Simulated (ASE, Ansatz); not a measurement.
# Localised basis functions on twisted silicene bilayer, 77.90° (124 atoms)

Wanted: errors and times of a linear-scaling basis for twisted silicene bilayer, 77.90° (124 atoms). A setting counts as converged where the r.m.s. difference of forces stays under 1 % of the r.m.s. force.

Method: Kohn-Sham DFT, PBE+D3(BJ), PAW (set soft_2), plane waves, in Ansatz 0.2.0.

## Step 1: The starting structure

The cell holds 124 atoms: 124 Si. Cell: a = 21.492 Å, b = 21.492 Å, c = 18.140 Å, α = 90.0°, β = 90.0°, γ = 120.0°. It derives from Si (silicene). Silicene (a = 3.86 Å) under silicene (a = 3.86 Å), bilayer, commensurate cell of 31 unit cells a layer, twist 77.90 deg; facing planes 3.26 Å apart; 14 Å of vacuum; layers as built, displaced by a Gaussian of 0.01 Å. Regions: layer 1, 62 atoms (62 Si); layer 2, 62 atoms (62 Si). Vacuum lies along c.

Limits known from the start: Beside vacuum, support functions can miss their usual error bounds without a warning. The Brillouin zone is sampled at Γ only, in a cell whose shortest periodic width is 19 Å.

## Step 2: Plane-wave single point

This run is the reference for what follows, at a cutoff of 420 eV.

Contents of input.yaml:

```yaml
crystal:
  lattice:
    - [21.4916, 0.0, 0.0]
    - [-10.7458, 18.61227, 0.0]
    - [0.0, 0.0, 18.14]
  atoms:
    - { symbol: Si, position: [0.07494, 0.11764, 0.40975] }
    - { symbol: Si, position: [0.11771, 0.04239, 0.38662] }
    - { symbol: Si, position: [0.10771, 0.31228, 0.40989] }
    - { symbol: Si, position: [0.15021, 0.23575, 0.385] }
    - { symbol: Si, position: [0.13972, 0.50433, 0.41056] }
    - { symbol: Si, position: [0.1824, 0.42977, 0.38513] }
    - { symbol: Si, position: [0.1722, 0.69888, 0.40931] }
    - { symbol: Si, position: [0.21437, 0.6238, 0.38654] }
    - { symbol: Si, position: [0.20481, 0.89265, 0.41062] }
    - { symbol: Si, position: [0.24698, 0.8182, 0.38585] }
    - { symbol: Si, position: [0.23681, 0.08575, 0.4106] }
    - { symbol: Si, position: [0.27969, 0.01026, 0.38673] }
    - { symbol: Si, position: [0.26966, 0.28022, 0.40987] }
    - { symbol: Si, position: [0.31147, 0.20387, 0.38731] }
    - { symbol: Si, position: [0.30173, 0.47387, 0.41003] }
    - { symbol: Si, position: [0.34403, 0.3979, 0.38665] }
    - { symbol: Si, position: [0.33426, 0.66658, 0.41043] }
    - { symbol: Si, position: [0.37617, 0.59115, 0.3865] }
    - { symbol: Si, position: [0.3658, 0.86075, 0.41016] }
    - { symbol: Si, position: [0.40977, 0.78583, 0.38622] }
    - { symbol: Si, position: [0.39812, 0.05412, 0.41033] }
    - { symbol: Si, position: [0.44084, 0.97835, 0.38632] }
    - { symbol: Si, position: [0.43031, 0.24758, 0.41055] }
    - { symbol: Si, position: [0.47219, 0.17127, 0.3853] }
    - { symbol: Si, position: [0.46236, 0.44082, 0.41117] }
    - { symbol: Si, position: [0.50564, 0.36592, 0.38569] }
    - { symbol: Si, position: [0.49461, 0.63418, 0.41038] }
    - { symbol: Si, position: [0.53814, 0.56016, 0.38635] }
    - { symbol: Si, position: [0.52753, 0.82792, 0.41035] }
    - { symbol: Si, position: [0.57038, 0.75327, 0.38621] }
    - { symbol: Si, position: [0.55934, 0.02134, 0.4109] }
    - { symbol: Si, position: [0.60182, 0.94612, 0.38584] }
    [... 86 atom lines left out ...]
    - { symbol: Si, position: [0.50806, 0.98944, 0.61396] }
    - { symbol: Si, position: [0.46444, 0.87134, 0.58943] }
    - { symbol: Si, position: [0.66833, 0.18262, 0.61358] }
    - { symbol: Si, position: [0.62499, 0.06483, 0.59049] }
    - { symbol: Si, position: [0.70118, 0.02115, 0.61319] }
    - { symbol: Si, position: [0.65777, 0.90274, 0.58935] }
kpoints:
  mp_grid: { grid: [1, 1, 1] }
hamiltonian:
  xc: pbe
  dispersion: d3bj
scf:
  occupations: { method: fermi_dirac, width: 0.025 }
output:
  forces: true
  populations: true
  dos:
    method: { smearing: { sigma: 0.08 } }
    de: 0.1
    projected:
      site_lists:
        Si: [Si]
        layer_1: [0, 1, 2, 3, 4, 5, 6, 7, 8, 9, 10, 11, 12, 13, 14, 15, 16, 17, 18, 19, 20, 21, 22, 23, 24, 25, 26, 27, 28, 29, 30, 31, 32, 33, 34, 35, 36, 37, 38, 39, 40, 41, 42, 43, 44, 45, 46, 47, 48, 49, 50, 51, 52, 53, 54, 55, 56, 57, 58, 59, 60, 61]
        layer_2: [62, 63, 64, 65, 66, 67, 68, 69, 70, 71, 72, 73, 74, 75, 76, 77, 78, 79, 80, 81, 82, 83, 84, 85, 86, 87, 88, 89, 90, 91, 92, 93, 94, 95, 96, 97, 98, 99, 100, 101, 102, 103, 104, 105, 106, 107, 108, 109, 110, 111, 112, 113, 114, 115, 116, 117, 118, 119, 120, 121, 122, 123]
  eigenvalues: true
  write_density: true
  write_potential: true
  volumetric_format: npy
```

On the command line:

```
ansatz run input.yaml --threads 8 --pin off --max-ram 15872MiB --backend cpu --events-out ev --progress --plain --runs-dir out
```

Numbers of over 12 decimals in the logs are rounded to 6 here.

The log of the run:

```text
Engine: ansatz 0.2.0, aarch64-unknown-linux-gnu
Pseudopotentials: kind: paw
Pseudopotential: Si, paw, valence charge 4, recommended cutoff 420 eV (normal), Si.paw.azcp
[... 5 lines on functional and potentials left out ...]
Crystal: 124 atoms, lattice volume = 7256.135 Å³
Basis set: ecut = 420 eV, 141589 PW (Γ), exchange–correlation on 288×288×250 points (8 copies of the dense FFT grid, shifted against one another)
Bands: 372, of which v1, the nominal top of the filled ones, is band 248 counted from 1 (247 counted from 0)
Symmetry: 1 space group operations
Space group: P1 (ITA 1), of the structure as read, at distance tolerance 1.9e-4 Å
k-points: 1
[... 3 lines on functional and potentials left out ...]
Initial density: superposition of atomic densities (neutral atoms: chi_scale 0, normalization atom), corrected by the library's trained network
Initial wavefunctions: pseudopotential atomic-orbital guess
Functional: x = pbe(κ = 0.804, μ = 0.219515), c = pbe(β = 0.066725)
SCF iter   1: F=—  HF=-78796.024725 eV  |F-HF|=—  |Δ(HF+E_count)|=         —  Δρ=1.74e-3  dr2=4.66e-1  ethr=1.77e-3  ⟨swp⟩=7.0  Hψ=1886  notcnv=0  defer=70
preconditioner: auto → Resta (q_TF=auto, 1.745 Å⁻¹)  ε∞=2.9  [insulator: Δε(μ)=0.220 eV  Ē_g=7.066 eV  σ=0.025 eV  W_gap=0.98  n_scr=640 (ndim 8)  ℏωp=9.7 eV  f_vac=0.529  D(μ)=3.91/eV (n_scr^D=0)  ε∞_Penn≈2.9  vacuum switching on, ρ_ref=3.6e-3 e/Å³]
SCF iter   2: F=—  HF=-78796.059362 eV  |F-HF|=—  |Δ(HF+E_count)|=   3.46e-2  Δρ=8.14e-4  dr2=1.65e-1  ethr=9.40e-5  ⟨swp⟩=3.0  Hψ=706  notcnv=0  defer=106
SCF iter   3: F=—  HF=-78796.082557 eV  |F-HF|=—  |Δ(HF+E_count)|=   2.32e-2  Δρ=6.30e-4  dr2=4.30e-1  ethr=3.33e-5  ⟨swp⟩=3.0  Hψ=428  notcnv=0  defer=106  recentre
SCF iter   4: F=—  HF=-78796.064716 eV  |F-HF|=—  |Δ(HF+E_count)|=   1.78e-2  Δρ=3.84e-4  dr2=1.48e-1  ethr=3.33e-5  ⟨swp⟩=3.0  Hψ=409  notcnv=0  defer=106
SCF iter   5: F=—  HF=-78796.061233 eV  |F-HF|=—  |Δ(HF+E_count)|=   3.48e-3  Δρ=1.81e-4  dr2=3.89e-2  ethr=2.99e-5  ⟨swp⟩=2.0  Hψ=294  notcnv=0  defer=106
SCF iter   6: F=—  HF=-78796.059219 eV  |F-HF|=—  |Δ(HF+E_count)|=   2.01e-3  Δρ=1.00e-4  dr2=1.08e-3  ethr=7.84e-6  ⟨swp⟩=2.0  Hψ=274  notcnv=0  defer=106
SCF iter   7: F=—  HF=-78796.059553 eV  |F-HF|=—  |Δ(HF+E_count)|=   3.34e-4  Δρ=5.61e-5  dr2=3.88e-4  ethr=2.18e-7  ⟨swp⟩=2.0  Hψ=514  notcnv=0  defer=106
SCF iter   8: F=—  HF=-78796.059803 eV  |F-HF|=—  |Δ(HF+E_count)|=   2.50e-4  Δρ=2.50e-5  dr2=7.10e-4  ethr=7.82e-8  ⟨swp⟩=2.0  Hψ=410  notcnv=0  defer=106
SCF iter   9: F=—  HF=-78796.059783 eV  |F-HF|=—  |Δ(HF+E_count)|=   1.96e-5  Δρ=1.25e-5  dr2=6.06e-5  ethr=7.82e-8  ⟨swp⟩=2.0  Hψ=381  notcnv=0  defer=106
SCF iter  10: F=—  HF=-78796.059511 eV  |F-HF|=—  |Δ(HF+E_count)|=   2.72e-4  Δρ=7.85e-6  dr2=1.50e-5  ethr=1.22e-8  ⟨swp⟩=1.0  Hψ=372  notcnv=0  defer=106
SCF iter  11: F=—  HF=-78796.059517 eV  |F-HF|=—  |Δ(HF+E_count)|=   5.30e-6  Δρ=5.23e-6  dr2=9.24e-6  ethr=3.02e-9  ⟨swp⟩=2.0  Hψ=384  notcnv=0  defer=106
SCF iter  12: F=—  HF=-78796.059519 eV  |F-HF|=—  |Δ(HF+E_count)|=   2.65e-6  Δρ=2.59e-6  dr2=1.57e-6  ethr=1.86e-9  ⟨swp⟩=2.0  Hψ=267  notcnv=0  defer=106
SCF iter  13: F=—  HF=-78796.059520 eV  |F-HF|=—  |Δ(HF+E_count)|=   9.89e-7  Δρ=1.22e-6  dr2=1.32e-6  ethr=3.17e-10  ⟨swp⟩=2.0  Hψ=404  notcnv=0  defer=106
SCF iter  14: F=-78796.059520 eV  HF=-78796.059520 eV  |F-HF|=5.55e-8  |Δ(HF+E_count)|=   6.59e-8  Δρ=6.66e-7  dr2=9.02e-8  ethr=2.02e-11  ⟨swp⟩=27.0  Hψ=4194  notcnv=0
SCF 1 converged in 14 iterations: F = -78796.059520 eV  dr2 = 9.02e-8
  greatest PAW one-centre occupation: 0.651 electrons in one spin orbital (limit 2), on the Si atom at site 92 (counted from 0), in its partial waves of l = 0
SCF converged after 14 iterations
Free energy (F): -78796.059520 eV
Harris-Foulkes:  -78796.059520 eV  (|F-HF|=5.55e-8)
Internal energy: -78796.044985 eV  (E = F + TS)
E sigma→0 (E₀):  -78796.052253 eV
Entropy (-TS):   -0.014535 eV (-0.117 meV/atom)
Fermi energy:    -0.828321 eV
--- Per-component energies (eV) ---
  E_band       = -2909.652893
  E_kinetic    = 4844.902825
  E_local      = -70997.787066  (includes V_loc(G=0)·N_el)
  E_nonlocal   = 3243.592007
  E_hartree    = 32975.651146
  E_xc         = -6744.439966
  E_vxc        = -5657.613850  (∫ρ·V_xc dr)
  E_paw        = -63572.296627  (= ΣΔE_a)
  E_vpaw       = -294.027348  (= ΣTr[D̂ρ^β])
  E_aug_tail   = 0.000792  (compensation charges beyond the density's cutoff)
  E_ewald      = 21488.108187
  E_disp       = -33.776283  (pairwise vdW)
  E_smearing   = -0.014535  (= −TS)
  E_closure    = -0.000000  (closes the sum)
  Σ components = -78796.059520   (vs F -78796.059520, Δ=0.00e0)
--- Forces (eV/Å), atoms counted from 1 ---
  atom   1  Si    -0.06509053     0.16957486     0.31401586
  atom   2  Si     0.31830200     0.19941063    -0.18578976
  atom   3  Si     0.21388396    -0.15490714     0.27945161
  atom   4  Si     0.05960005     0.15758817    -0.04525079
  atom   5  Si    -0.17201448     0.24274957     0.43590959
  atom   6  Si     0.24816981     0.00784893    -0.24379951
  atom   7  Si    -0.20554250     0.12490174     0.30254602
  atom   8  Si     0.44907548    -0.09250763    -0.21462985
  atom   9  Si    -0.48985500    -0.04614083     0.26861365
  atom  10  Si     0.32776037    -0.30322557    -0.07044515
  atom  11  Si    -0.31001236    -0.08497799     0.27600363
  atom  12  Si     0.06748612     0.15218449    -0.10824685
  atom  13  Si    -0.22720170    -0.35649073     0.27771092
  atom  14  Si     0.07568788     0.18994476    -0.17392473
[...]
atom 123  Si    -0.27353352     0.11481702     0.03368233
  atom 124  Si     0.19536329     0.05119586    -0.26879553
  max |Σ_I F_I| component: 2.66e-5 eV/Å
--- Band table (eV) ---
  k-point 0: bands = ["-12.2136", "-11.8512", "-11.8492", "-11.8416", [... 356 levels ...], "2.7710", "2.8815", "2.8817", "3.0048", "3.0129", "3.0201", "3.0256", "3.0377", "3.0540", "3.1173", "3.1249", "3.1357"]
--- Löwdin populations: 124 sites ---
  site symbol       q [e]
     0     Si      3.9481
     1     Si      3.9503
     2     Si      3.9562
[...]
123     Si      3.9721
  spilling = 0.012271 (of n_electrons = 496.000000)
```

Elapsed: 65 s, on 8 threads of Arm Neoverse V2, shared host; peak memory 7.2 GiB; 8.3 min of CPU time.

Read from the output:

| Property | Result |
| --- | --- |
| free energy | -78796.0595 eV |
| free energy per atom | -635.4521 eV/atom |
| SCF cycles | 14 |
| r.m.s. force component | 0.2304 eV/Å |
| longest force | 0.6821 eV/Å |
| Fermi energy | -0.8283 eV |
| potential in mid-vacuum, over the Fermi level | 4.661 eV |
| potential 4.5 Å over the upper face | 4.661 eV |
| potential 4.5 Å under the lower face | 4.661 eV |
| spilling of the projection | 0.01227 |

Length of the force by element:

```csv
element,coordination,atoms,mean length of the force (eV/Å),spread,least,most
Si,all,124,0.376,0.134,0.0643,0.682
```

The mean of these charges, 0.049 e, is only the charge that the projection spills.

Löwdin charges by element (they lack the spilled electrons, 0.049 e an atom on average):

| element | coordination | atoms | mean charge (e) | spread | least | most |
| --- | --- | --- | --- | --- | --- | --- |
| Si | all | 124 | 0.0491 | 0.0123 | 0.0279 | 0.073 |

By region:

| region | atoms | mean length of the force (eV/Å) |
| --- | --- | --- |
| layer 1 | 62 | 0.365 |
| layer 2 | 62 | 0.387 |

Density of states as counts of states in windows of 1 eV (from the Fermi level), total and the larger projections:

```csv
from (eV),to (eV),total,Si p,layer 2,layer 1,Si s
-12,-11,6.6,0.7,3.2,3.3,5.9
-11,-10,34.2,6.4,16.9,17.0,27.5
-10,-9,47.1,13.1,23.3,23.4,33.5
-9,-8,36.1,11.6,18.0,17.8,24.2
-8,-7,37.1,18.8,18.1,18.5,17.8
-7,-6,25.5,13.2,12.5,12.7,12.0
-6,-5,33.3,18.6,16.7,16.2,14.3
-5,-4,26.1,24.9,12.8,12.8,0.8
-4,-3,62.9,53.3,30.9,31.2,8.8
-3,-2,72.9,69.6,36.0,35.9,2.3
-2,-1,79.0,75.8,39.0,38.9,2.0
-1,0,34.9,32.3,17.2,17.1,2.0
0,1,36.0,32.1,17.2,17.1,2.2
1,2,89.2,56.1,39.4,39.6,22.8
2,3,85.0,56.0,35.7,35.6,15.3
```

The curve was stored every 0.100 eV, coarse against its broadening of 0.08 eV, so these counts are rough.

The levels nearest the highest filled one (over half full), pooled over k-points and spins:

```csv
level less the highest filled one (eV),occupation
-0.0979,2
-0.0703,2.00
-0.0598,2.00
-0.026,1.99
-0.0148,1.99
0,1.98
0.224,0.022
0.241,0.011
0.248,0.008
0.269,0.004
0.284,0.002
0.309,0.001
```

Planar average of the electrostatic potential energy along the normal, with the Fermi level as zero, after a running mean with a triangular window 4 Å wide at its base:

```csv
height (Å),potential energy (eV)
0.0,4.66
0.6,4.66
1.0,4.66
1.6,4.66
2.0,4.66
2.6,4.66
3.0,4.65
3.6,4.61
4.1,4.50
4.6,3.97
5.1,2.90
5.7,0.35
6.2,-2.82
6.7,-4.91
7.3,-6.09
7.7,-5.32
8.3,-3.03
8.7,-1.59
9.3,-1.31
9.7,-2.47
10.3,-4.81
10.7,-5.98
11.3,-5.42
11.8,-3.58
12.3,-0.42
12.9,2.37
13.4,3.69
13.9,4.43
14.4,4.59
14.9,4.65
15.4,4.66
16.0,4.66
16.4,4.66
17.0,4.66
17.4,4.66
18.0,4.66
```

Valence density in the ca plane at fractional y = 0.119, with atoms of Si within 0.2 Å of it. It is the smooth field of the valence electrons, not physical close to the nuclei.

Ten even steps from '0' (0.00 e/Å³) to '9' (0.58 e/Å³), each cell a mean:
```
00000000000000136653101246764100000000000000
00000000000000137996310113432100000000000000
00000000000000125665310123332100000000000000
00000000000000147985211245553100000000000000
00000000000001354354211245553100000000000000
00000000000000246764100011211000000000000000
00000000000000013432100000100000000000000000
00000000000000123432100123432100000000000000
00000000000000255553100137985200000000000000
00000000000000245553100012332100000000000000
00000000000000011211000000000000000000000000
00000000000000000110000012221100000000000000
00000000000000124542100135776310000000000000
00000000000000147985210124554210000000000000
00000000000000012221100011221000000000000000
00000000000000000000000012332100000000000000
00000000000000012222100125545310000000000000
00000000000000125776310135445410000000000000
00000000000000023554211135764200000000000000
00000000000000011221000246653100000000000000
00000000000000012332100137995210000000000000
00000000000000124545311125665310000000000000
00000000000000125545421247985200000000000000
00000000000000135764211354454100000000000000
```
Columns run along c (18.1 Å), rows up along a (21.5 Å). Atoms in or near the plane, at fractional coordinates: Si at (0.41, 0.07), Si at (0.39, 0.80), Si at (0.59, 0.01), Si at (0.61, 0.28).

Electrostatic potential energy in the ca plane at fractional y = 0.119, with atoms of Si within 0.2 Å of it. With pseudopotentials it is smooth inside the atoms' cores, unlike the true potential.

Ten even steps from '0' (-26 eV) to '9' (4 eV), each cell a mean:
```
99999999999999874358999852237999999999999999
99999999999999986446899998778999999999999999
99999999999999985002799988788999999999999999
99999999999999975457899841027999999999999999
99999999999999720005899851137999999999999999
99999999999999863247999998889999999999999999
99999999999999998778999999999999999999999999
99999999999999987778999987788999999999999999
99999999999999840026899986668999999999999999
99999999999999852137999998888999999999999999
99999999999999998889999999999999999999999999
99999999999999999999999998888999999999999999
99999999999999987778999985113799999999999999
99999999999999986668999986335899999999999999
99999999999999998889999998889999999999999999
99999999999999999999999998888999999999999999
99999999999999998888999984112689999999999999
99999999999999986213799973001589999999999999
99999999999999987435899986567999999999999999
99999999999999998889999863257999999999999999
99999999999999998888999986446899999999999999
99999999999999984102689985002799999999999999
99999999999999973001589975457899999999999999
99999999999999987667899720005899999999999999
```
Columns run along c (18.1 Å; values clipped at the 3rd and 97th percentile), rows up along a (21.5 Å). Atoms in or near the plane, at fractional coordinates: Si at (0.41, 0.07), Si at (0.39, 0.80), Si at (0.59, 0.01), Si at (0.61, 0.28).

Löwdin charges run from +0.03 to +0.07 e, about a mean that is the spilled charge alone. Within 0.4 eV of the Fermi level the largest share is Si p (95 % of the projected weight). The potential stands 4.66 eV above the Fermi level over the upper face and 4.66 eV under the lower one, a reading of the work function, with no dipole correction. The Fermi level falls in a spacing of 0.22 eV between levels, so it is uncertain by that much.

## Step 3: Distances and neighbours

Bonds and neighbours are counted at the geometry of the runs.

Normalised to the volume that the atoms fill. Pair distribution function in bins of 0.1 Å:

| r (Å) | total |
| --- | --- |
| 2.15 | 0.00 |
| 2.25 | 8.98 |
| 2.35 | 0.24 |
| 2.45 | 0.00 |
| 2.55 | 0.00 |
| 2.65 | 0.00 |
| 2.75 | 0.00 |
| 2.85 | 0.00 |
| 2.95 | 0.00 |
| 3.05 | 0.00 |
| 3.15 | 0.00 |
| 3.25 | 0.07 |
| 3.35 | 0.09 |
| 3.45 | 0.11 |
| 3.55 | 0.10 |
| 3.65 | 0.13 |
| 3.75 | 0.33 |
| 3.85 | 6.65 |
| 3.95 | 0.31 |
| 4.05 | 0.28 |
| 4.15 | 0.34 |
| 4.25 | 0.30 |
| 4.35 | 0.43 |
| 4.45 | 2.51 |
| 4.55 | 0.55 |
| 4.65 | 0.30 |
| 4.75 | 0.37 |
| 4.85 | 0.27 |
| 4.95 | 0.30 |
| 5.05 | 0.33 |
| 5.15 | 0.33 |
| 5.25 | 0.29 |
| 5.35 | 0.25 |
| 5.45 | 0.30 |
| 5.55 | 0.29 |
| 5.65 | 0.24 |
| 5.75 | 0.31 |
| 5.85 | 0.71 |
| 5.95 | 2.53 |
| 6.05 | 0.27 |
| 6.15 | 0.18 |
| 6.25 | 0.29 |
| 6.35 | 0.26 |
| 6.45 | 0.22 |

Bonds by pair of elements; cutoffs follow the first minimum of g(r), held within bounds set by covalent radii, and pairs that aren't listed don't count as bonded:

| pair A-B | cutoff (Å) | bonds | mean length (Å) | spread (Å) | shortest (Å) | B about A | A about B |
| --- | --- | --- | --- | --- | --- | --- | --- |
| Si-Si | 2.68 | 186 | 2.27 | 0.015 | 2.23 | 3 | 3 |

How many atoms have how many bonded neighbours:

```csv
element,mean,3
Si,3,124
```

Bond angles (no mean is given where the spread exceeds 20°):

```
   angle  count  mean (°)  spread (°)
Si-Si-Si    372       116         0.6
```

The first maximum of g(r) stands at about 2.27 Å. With the cutoffs above, all Si atoms have 3 bonded neighbours. The Si-Si-Si angle averages 116° with a spread of 0.6°.

(Part 1 of 2 ends here.)

[Logs are printed without paths, hosts, clocks, repeated set-up lines and the standing remarks that a program may print on its own settings, such as how far it seeks lower states.]

[Hosts, paths, dates, database ids (printed as entryN), source tags and the programs' standing remarks are cut or masked in the printed files.]
